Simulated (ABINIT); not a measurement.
## AlN (F-43m): bands and cutoff in G0W0 with ABINIT

Aim: raise bands and screening cutoff together for AlN (F-43m) and follow gap and time.

Main program and level: ABINIT 10.8.3; PBE and many-body steps on it, plane waves.

Most raw output is cut from this account.

## (1) Set-up

Symmetry: F-43m, No. 216, cubic system. The conventional cell has a = 4.368 Å, b = 4.368 Å, c = 4.368 Å, α = 90.00°, β = 90.00°, γ = 90.00°. Al has 4 N at 1.89 Å nearest. Nearest to N lie 4 Al at 1.89 Å. Farther neighbours and most contacts between anions are not listed.

The cell and positions are those that the Materials Project relaxed with its own functionals (PBE, PBE+U or r2SCAN), kept fixed. This is not the form that AlN usually takes at ambient conditions.

## (2) Empty states on the mesh, 6×6×6 mesh, 540 bands

This step: ABINIT 10.8.3; DFT, PBE, plane waves, norm-conserving pseudopotentials.

The sums over transitions need many empty states on a uniform mesh; this step solves for them.

run.abi reads:

```
acell 3*1.0 Angstrom
rprim 
  -0.000000000000 2.183993559600 2.183993559600
  2.183993559600 -0.000000000000 2.183993559600
  2.183993559600 2.183993559600 -0.000000000000
ntypat 2
znucl 13 7
natom 2
typat 1 2
xred 
  0.000000000000 0.000000000000 0.000000000000
  0.750000000000 0.750000000000 0.750000000000
pp_dirpath "pseudos"
pseudos "Al.upf, N.upf"
ecut 36
ngkpt 6 6 6
nshiftk 1
shiftk 0 0 0
kptopt 1
chksymbreak 0
irdden 1
istwfk *1
nband 540
prtvol 0
optdriver 6
gwr_task "HDIAGO"
paral_kgb 0
occopt 1
indata_prefix "in"
outdata_prefix "out"
tmpdata_prefix "tmp"
```

Command:

```
> OMP_NUM_THREADS=1 mpirun -n 8 abinit run.abi > log
```

Run time: 7.7 s. Hardware: 8 MPI ranks of Arm Neoverse V2, shared host; peak memory 1.4 GiB; 60 s of CPU time.

Numbers from this step:

| Property | Result |
| --- | --- |
| gap | 3.325 eV |
| k of the valence top | 0, 0, 0 |
| k of the conduction bottom | 0.5, 0.5, 0 |
| least direct gap | 4.192 eV |
| k points computed | 16 |
| lowest point of the top converged band, above the valence top | 481.7249 eV |

On this mesh the gap is 3.325 eV.

The density comes from a self-consistent run that is not shown.

## (3) Screening, 6×6×6 mesh, 108 bands, screening to 203.5 eV

The RPA dielectric matrix is built and inverted for each q.

This step: RPA screening on PBE, plane waves, norm-conserving pseudopotentials.

Edit run.abi of step 2 so:

```diff
@@ -20,10 +20,11 @@
 chksymbreak 0
-irdden 1
 istwfk *1
-nband 540
-prtvol 0
-optdriver 6
-gwr_task "HDIAGO"
-paral_kgb 0
 occopt 1
+irdwfk 1
+optdriver 3
+nband 108
+ecuteps 7.48
+inclvkb 2
+awtr 1
+symchi 1
 indata_prefix "in"
```

Run time: 19 s. Hardware: 8 MPI ranks; peak memory 1.1 GiB.

This step gave:

- ε∞ with local fields, on this mesh, along the program's q direction: 4.351
- the same without local fields: 4.791
- plasma frequency: 23.01 eV
- plane waves in the screening matrix: 137

Local fields lower ε∞ by 9 %.

## (4) 108 bands, 203.5 eV

The self-energy is evaluated for the states that the input lists, and the levels follow from it, in one-shot runs by the linearised quasiparticle equation.

This step: G0W0 on PBE, plane waves, norm-conserving pseudopotentials.

Edit run.abi of step 3 so:

```diff
@@ -23,8 +23,19 @@
 irdwfk 1
-optdriver 3
+optdriver 4
 nband 108
+gwcalctyp 0
+ecutsigx 36
+symsigma 1
+nkptgw 3
+kptgw 
+  0.0000000000 0.0000000000 0.0000000000
+  0.5000000000 0.5000000000 0.0000000000
+  0.5000000000 0.0000000000 0.0000000000
+bdgw 
+  2 8
+  3 6
+  3 6
 ecuteps 7.48
-inclvkb 2
-awtr 1
-symchi 1
+irdscr 1
+ppmodel 1
 indata_prefix "in"
```

It took 6.3 s on 8 MPI ranks; peak memory 1.2 GiB; 49 s of CPU time.

Numbers from this step:

| Property | Result |
| --- | --- |
| G0W0 gap on the points computed | 4.519 eV |
| starting gap on the mesh | 3.325 eV |
| k of the valence top | 0, 0, 0 |
| k of the conduction bottom | 0.5, 0.5, 0 |
| Z at the valence top | 0.786 |
| Z at the conduction bottom | 0.835 |
| least direct G0W0 gap on the computed points | 5.592 eV |

The gap on the mesh goes from 3.32 eV to 4.52 eV, a correction of +1.19 eV.

## (5) Screening, 6×6×6 mesh, 163 bands, screening to 269.4 eV

This step: RPA screening on PBE, plane waves, norm-conserving pseudopotentials.

Edit run.abi of step 4 so:

```diff
@@ -23,19 +23,8 @@
 irdwfk 1
-optdriver 4
-nband 108
-gwcalctyp 0
-ecutsigx 36
-symsigma 1
-nkptgw 3
-kptgw 
-  0.0000000000 0.0000000000 0.0000000000
-  0.5000000000 0.5000000000 0.0000000000
-  0.5000000000 0.0000000000 0.0000000000
-bdgw 
-  2 8
-  3 6
-  3 6
-ecuteps 7.48
-irdscr 1
-ppmodel 1
+optdriver 3
+nband 163
+ecuteps 9.9
+inclvkb 2
+awtr 1
+symchi 1
 indata_prefix "in"
```

Run time: 32 s. Hardware: 8 MPI ranks; peak memory 1.5 GiB; 4.3 min of CPU time.

Numbers from this step:

```
ε∞ with local fields, on this mesh, along the program's q direction : 4.349
the same without local fields                                       : 4.792
plasma frequency                                                    : 23.01 eV
plane waves in the screening matrix                                 : 181
```

## (6) 163 bands, 269.4 eV

This step: G0W0 on PBE, plane waves, norm-conserving pseudopotentials.

Edit run.abi of step 5 so:

```diff
@@ -23,8 +23,19 @@
 irdwfk 1
-optdriver 3
+optdriver 4
 nband 163
+gwcalctyp 0
+ecutsigx 36
+symsigma 1
+nkptgw 3
+kptgw 
+  0.0000000000 0.0000000000 0.0000000000
+  0.5000000000 0.5000000000 0.0000000000
+  0.5000000000 0.0000000000 0.0000000000
+bdgw 
+  2 8
+  3 6
+  3 6
 ecuteps 9.9
-inclvkb 2
-awtr 1
-symchi 1
+irdscr 1
+ppmodel 1
 indata_prefix "in"
```

The job ended after 12 s (8 MPI ranks; peak memory 1.5 GiB; 98 s of CPU time).

Numbers from this step:

```
G0W0 gap on the points computed              : 4.581 eV
starting gap on the mesh                     : 3.325 eV
k of the valence top                         : 0, 0, 0
k of the conduction bottom                   : 0.5, 0.5, 0
Z at the valence top                         : 0.785
Z at the conduction bottom                   : 0.835
least direct G0W0 gap on the computed points : 5.617 eV
```

Against G0W0 in ABINIT (6×6×6 mesh, 108 bands, screening to 203.5 eV, Godby-Needs plasmon pole), the gap moves by +0.062 eV.

## (7) Screening, 6×6×6 mesh, 249 bands, screening to 359.2 eV

This step: RPA screening on PBE, plane waves, norm-conserving pseudopotentials.

Edit run.abi of step 6 so:

```diff
@@ -23,19 +23,8 @@
 irdwfk 1
-optdriver 4
-nband 163
-gwcalctyp 0
-ecutsigx 36
-symsigma 1
-nkptgw 3
-kptgw 
-  0.0000000000 0.0000000000 0.0000000000
-  0.5000000000 0.5000000000 0.0000000000
-  0.5000000000 0.0000000000 0.0000000000
-bdgw 
-  2 8
-  3 6
-  3 6
-ecuteps 9.9
-irdscr 1
-ppmodel 1
+optdriver 3
+nband 249
+ecuteps 13.2
+inclvkb 2
+awtr 1
+symchi 1
 indata_prefix "in"
```

Run time: 69 s. Hardware: 8 MPI ranks; peak memory 2.2 GiB.

This step gave:

| Item | Value |
| --- | --- |
| ε∞ with local fields, on this mesh, along the program's q direction | 4.348 |
| the same without local fields | 4.792 |
| plasma frequency | 23.01 eV |
| plane waves in the screening matrix | 331 |

## (8) 249 bands, 359.2 eV

This step: G0W0 on PBE, plane waves, norm-conserving pseudopotentials.

Edit run.abi of step 7 so:

```diff
@@ -23,8 +23,19 @@
 irdwfk 1
-optdriver 3
+optdriver 4
 nband 249
+gwcalctyp 0
+ecutsigx 36
+symsigma 1
+nkptgw 3
+kptgw 
+  0.0000000000 0.0000000000 0.0000000000
+  0.5000000000 0.5000000000 0.0000000000
+  0.5000000000 0.0000000000 0.0000000000
+bdgw 
+  2 8
+  3 6
+  3 6
 ecuteps 13.2
-inclvkb 2
-awtr 1
-symchi 1
+irdscr 1
+ppmodel 1
 indata_prefix "in"
```

The job ended after 50 s (8 MPI ranks; peak memory 2.5 GiB).

This step gave:

* G0W0 gap on the points computed: 4.640 eV
* starting gap on the mesh: 3.325 eV
* k of the valence top: 0, 0, 0
* k of the conduction bottom: 0.5, 0.5, 0
* least direct G0W0 gap on the computed points: 5.634 eV

Against G0W0 in ABINIT (6×6×6 mesh, 163 bands, screening to 269.4 eV, Godby-Needs plasmon pole), the gap moves by +0.059 eV.

## (9) Screening, 6×6×6 mesh, 368 bands, screening to 466.9 eV

This step: RPA screening on PBE, plane waves, norm-conserving pseudopotentials.

Edit run.abi of step 8 so:

```diff
@@ -23,19 +23,8 @@
 irdwfk 1
-optdriver 4
-nband 249
-gwcalctyp 0
-ecutsigx 36
-symsigma 1
-nkptgw 3
-kptgw 
-  0.0000000000 0.0000000000 0.0000000000
-  0.5000000000 0.5000000000 0.0000000000
-  0.5000000000 0.0000000000 0.0000000000
-bdgw 
-  2 8
-  3 6
-  3 6
-ecuteps 13.2
-irdscr 1
-ppmodel 1
+optdriver 3
+nband 368
+ecuteps 17.16
+inclvkb 2
+awtr 1
+symchi 1
 indata_prefix "in"
```

Wall time 4.2 min (8 MPI ranks); peak memory 3.6 GiB; 33 min of CPU time.

Numbers from this step:

- ε∞ with local fields, on this mesh, along the program's q direction: 4.347
- the same without local fields: 4.792
- plasma frequency: 23.01 eV
- plane waves in the screening matrix: 531

## (10) 368 bands, 466.9 eV

This step: G0W0 on PBE, plane waves, norm-conserving pseudopotentials.

Edit run.abi of step 9 so:

```diff
@@ -23,8 +23,19 @@
 irdwfk 1
-optdriver 3
+optdriver 4
 nband 368
+gwcalctyp 0
+ecutsigx 36
+symsigma 1
+nkptgw 3
+kptgw 
+  0.0000000000 0.0000000000 0.0000000000
+  0.5000000000 0.5000000000 0.0000000000
+  0.5000000000 0.0000000000 0.0000000000
+bdgw 
+  2 8
+  3 6
+  3 6
 ecuteps 17.16
-inclvkb 2
-awtr 1
-symchi 1
+irdscr 1
+ppmodel 1
 indata_prefix "in"
```

Run time: 3 min. Hardware: 8 MPI ranks; peak memory 4.8 GiB.

Numbers from this step:

| Property | Result |
| --- | --- |
| G0W0 gap on the points computed | 4.671 eV |
| starting gap on the mesh | 3.325 eV |
| k of the valence top | 0, 0, 0 |
| k of the conduction bottom | 0.5, 0.5, 0 |
| least direct G0W0 gap on the computed points | 5.645 eV |

Against G0W0 in ABINIT (6×6×6 mesh, 249 bands, screening to 359.2 eV, Godby-Needs plasmon pole), the gap moves by +0.031 eV.

## (11) Screening, 6×6×6 mesh, 532 bands, screening to 598.7 eV

This step: RPA screening on PBE, plane waves, norm-conserving pseudopotentials.

Edit run.abi of step 10 so:

```diff
@@ -23,19 +23,8 @@
 irdwfk 1
-optdriver 4
-nband 368
-gwcalctyp 0
-ecutsigx 36
-symsigma 1
-nkptgw 3
-kptgw 
-  0.0000000000 0.0000000000 0.0000000000
-  0.5000000000 0.5000000000 0.0000000000
-  0.5000000000 0.0000000000 0.0000000000
-bdgw 
-  2 8
-  3 6
-  3 6
-ecuteps 17.16
-irdscr 1
-ppmodel 1
+optdriver 3
+nband 532
+ecuteps 22
+inclvkb 2
+awtr 1
+symchi 1
 indata_prefix "in"
```

Run time: 8.1 min. Hardware: 8 MPI ranks; peak memory 5.5 GiB; 65 min of CPU time.

This step gave:

```yaml
eps_infinity_with_local_fields_on_this_mesh_along_the_program_s_q_direction: 4.348
the_same_without_local_fields: 4.792
plasma_frequency: 23.01 eV
plane_waves_in_the_screening_matrix: 701
```

## (12) 532 bands, 598.7 eV

This step: G0W0 on PBE, plane waves, norm-conserving pseudopotentials.

Edit run.abi of step 11 so:

```diff
@@ -23,8 +23,19 @@
 irdwfk 1
-optdriver 3
+optdriver 4
 nband 532
+gwcalctyp 0
+ecutsigx 36
+symsigma 1
+nkptgw 3
+kptgw 
+  0.0000000000 0.0000000000 0.0000000000
+  0.5000000000 0.5000000000 0.0000000000
+  0.5000000000 0.0000000000 0.0000000000
+bdgw 
+  2 8
+  3 6
+  3 6
 ecuteps 22
-inclvkb 2
-awtr 1
-symchi 1
+irdscr 1
+ppmodel 1
 indata_prefix "in"
```

Run time: 7.5 min. Hardware: 8 MPI ranks; peak memory 7.3 GiB.

Numbers from this step:

```
G0W0 gap on the points computed              : 4.689 eV
starting gap on the mesh                     : 3.325 eV
k of the valence top                         : 0, 0, 0
k of the conduction bottom                   : 0.5, 0.5, 0
least direct G0W0 gap on the computed points : 5.654 eV
```

Against G0W0 in ABINIT (6×6×6 mesh, 368 bands, screening to 466.9 eV, Godby-Needs plasmon pole), the gap moves by +0.018 eV.

## (13) The runs together

Times are wall times on 8 MPI ranks of Arm Neoverse V2, shared host, good to a factor of about two. A run's time includes the screening step that it read.

| run | mesh | bands | screening cutoff (eV) | DFT gap (eV) | gap on the mesh (eV) | direct (eV) | ε∞ used | time |
| --- | --- | --- | --- | --- | --- | --- | --- | --- |
| 108 bands, 203.5 eV | 6×6×6 | 108 | 203.5 | 3.325 | 4.519 | 5.592 | 4.35 | 25 s |
| 163 bands, 269.4 eV | 6×6×6 | 163 | 269.4 | 3.325 | 4.581 | 5.617 | 4.35 | 45 s |
| 249 bands, 359.2 eV | 6×6×6 | 249 | 359.2 | 3.325 | 4.640 | 5.634 | 4.35 | 2 min |
| 368 bands, 466.9 eV | 6×6×6 | 368 | 466.9 | 3.325 | 4.671 | 5.645 | 4.35 | 7.2 min |
| 532 bands, 598.7 eV | 6×6×6 | 532 | 598.7 | 3.325 | 4.689 | 5.654 | 4.35 | 16 min |

## (14) What came out

```yaml
108_bands_203p5_ev: 4.519 eV
163_bands_269p4_ev: 4.581 eV
249_bands_359p2_ev: 4.640 eV
368_bands_466p9_ev: 4.671 eV
532_bands_598p7_ev: 4.689 eV
known_limits: not at the basis limit
```

From the first rung to the last the gap moves by +0.17 eV for 37 times the time. In the G0W0 runs levels were corrected at 3 k points alone, so a gap called «on the mesh» is the least over those, and an edge elsewhere would be missed.

[Paths, hosts, dates, memory and timing lines, banners, echoed tables and standing remarks are left out of the program output.]

[Logs are printed without paths, hosts, clocks, repeated set-up lines and the standing remarks that a program may print on its own settings, such as how far it seeks lower states.]

[Runs of the session that timed out or met a known fault of the program may be left out.]

[Hosts, paths, dates, database ids (printed as entryN), source tags and the programs' standing remarks are cut or masked in the printed files.]

[G0W0 gaps are taken among the corrected bands and points alone; a level outside them can change the order at an edge.]

[Where Ansatz stands beside ABINIT at settings called matched, ABINIT's density can come from a denser mesh and the files from another edition; pairs whose starting gaps differed by over 0.03 eV were left out, so agreement reads better than it is.]
